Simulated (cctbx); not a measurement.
## Lattice, Laue class and space group of a new crystal

Cell: a = 7.0570 Å, b = 4.3770 Å, c = 7.6280 Å, α = 90.00°, β = 90.00°, γ = 90.00°. Expected content of the cell: Bi4 V4 Ti4.

The data are simulated with cctbx, not measured: Cu Kα, λ = 1.54184 Å, to d = 0.83 Å, 70 % of the full sphere, strongest reflection 5000 counts, noise from counting, a 2 % proportional error and a noise floor of 15 counts (s.d.); no absorption, some extinction.

A first pass over the reflections prints:

```text
1187 reflections to d = 0.832 A
centring   violations  <I/sigma> of those
    A        409 of   606     12.6
    B        376 of   579     11.7
    C        401 of   601     12.1
    I        353 of   598      8.9
    R        516 of   775     12.1
    F        593 of   893     12.1
Laue class    unique    Rint  (classes that these axes allow; Friedel mates merged)
P -1              779   0.033
P 1 2/m 1         484   0.037
P 1 1 2/m         454   0.036
P 2/m 1 1         455   0.037
P m m m           283   0.040
space group    extra absences  I>4sigma  <I/sigma>
P 2 2 2                 0          0         -  acentric
P 2 2 21                5          0      -0.2  acentric
P 21 2 2                5          0       0.1  acentric
P 2 21 2                4          0       0.3  acentric
P 21 21 2               9          0       0.2  acentric
P 2 21 21               9          0       0.0  acentric
P 21 2 21              10          0      -0.0  acentric
P 21 21 21             14          0       0.1  acentric
P m m 2                 0          0         -  acentric
P 2 m m                 0          0         -  acentric
P m 2 m                 0          0         -  acentric
P 21 m a               43          0       0.0  acentric
P m 2 a                43          0       0.0  acentric
P n m 21               49          0       0.1  acentric
P n 21 m               49          0       0.1  acentric
P n 21 a               92          0       0.1  acentric
P m m m                 0          0         -  centric
P m m a                43          0       0.0  centric
P n m m :1             49          0       0.1  centric
P n m m :2             49          0       0.1  centric
P n m a                92          0       0.1  centric
Wilson B = 1.24 A^2   <|E^2-1|> = 0.748 (0.968 centric, 0.736 acentric)   E^2>4: 0.8 %
shell (A)         n   <I/sigma>
 7.63 - 1.66     44     25.4
 1.66 - 1.32     40     25.7
 1.32 - 1.15     32     22.3
 1.15 - 1.05     32     25.4
 1.05 - 0.97     38     19.0
 0.97 - 0.92     34     17.6
 0.92 - 0.87     25     22.4
 0.87 - 0.83     38     14.1
```

**Question.** What are the lattice type, the Laue class and the likely space group?

Every centring test has many violations, so the lattice is primitive.

Rint stays low (0.033 to 0.040) up to P m m m, the highest class in these axes.

21 settings pass the absence test. The most absences obeyed, 92, belong to P n 21 a and P n m a, which absences can't tell apart.

⟨|E²−1|⟩ = 0.748 leans to a non-centrosymmetric structure. Here that hint misleads: the statistic assumes many like atoms on general positions, and few, heavy or special-position atoms break it. The Wilson B of 1.24 Å² means U ≈ 0.0157 Å².

The true group is Pnma (no. 62), Laue class mmm, centrosymmetric. The tables only narrow the choice to the tied entries; cell content, site symmetry and trial solutions must settle it.

The model was made for the exercise: a known structure type with other elements put in, its volume estimated, not relaxed; displacement parameters are assumed.

[Logs are printed without paths, hosts, clocks, repeated set-up lines and the standing remarks that a program may print on its own settings, such as how far it seeks lower states.]
